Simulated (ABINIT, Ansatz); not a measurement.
Records of electronic-structure calculations.

## Quasiparticle gap of F (C2/c) in ABINIT

Symmetry: C2/c, No. 15, monoclinic system. Conventional cell: a = 5.113 Å, b = 3.168 Å, c = 6.622 Å, α = 90.00°, β = 94.87°, γ = 90.00°. F has 1 F at 1.41 Å nearest.

```yaml
method: RPA screening on LDA, plane waves, norm-conserving pseudopotentials (and 2 further levels or steps)
program: ABINIT 10.8.3
settings: cutoff 36 Ha, PseudoDojo scalar-relativistic 0.4.1 standard, norm-conserving, ngkpt (4, 4, 2), nband 100, ecuteps 6.5 Ha, inclvkb 2, shiftk (0, 0, 0), symchi 1, awtr 1, frequency ppm, 4×4×2 k-mesh
cost: 5 runs, 6.9 min in all on 4 MPI ranks of Arm Neoverse N1, shared host
notes: The program’s warnings: nkpt*nsppol () is not a multiple of nproc spkpt (). The cell and positions are those that the Materials Project relaxed with its own functionals (PBE, PBE+U or r2SCAN), kept fixed. The 4×4×2 mesh is coarse for this cell, which bears on the long-range parts of exchange and screening.
lda_gap: 2.35 eV, direct
g0w0_gap_on_the_mesh: 8.13 eV
gw_settings: 4×4×2 mesh, 100 bands, screening to 176.9 eV, Godby-Needs plasmon pole
known_limits: short of the basis limit; coarse k mesh
```

G0W0 moves the gap on the mesh from 2.35 eV to 8.13 eV (+5.78 eV), with Z of 0.80 and 0.80 at the edges. Local fields lower the RPA ε∞ on this mesh from 2.39 to 2.07; a Γ-centred mesh this coarse tends to raise both, most where the direct gap is narrow, while a short band sum lowers them.

[Long decimals in the printed logs are rounded to 6 places.]

[Logs are printed without paths, hosts, clocks, repeated set-up lines and the standing remarks that a program may print on its own settings, such as how far it seeks lower states.]

[Paths, hosts, dates, memory and timing lines, banners, echoed tables and standing remarks are left out of the program output; an Ansatz launch command may be rebuilt from the run's recorded settings. Measured values are a selection of at most five: reports struck by readers or far from the other reports are left out. None is set beside runs whose start may be inverted or whose files or cutoffs have a known fault.]

[Runs of the session that timed out or met a known fault of the program may be left out.]

[Hosts, paths, dates, database ids (printed as entryN), source tags and the programs' standing remarks are cut or masked in the printed files.]

[G0W0 gaps are taken among the corrected bands and points alone; a level outside them can change the order at an edge.]

[Where Ansatz stands beside ABINIT at settings called matched, ABINIT's density can come from a denser mesh and the files from another edition; pairs whose starting gaps differed by over 0.03 eV were left out, so agreement reads better than it is.]
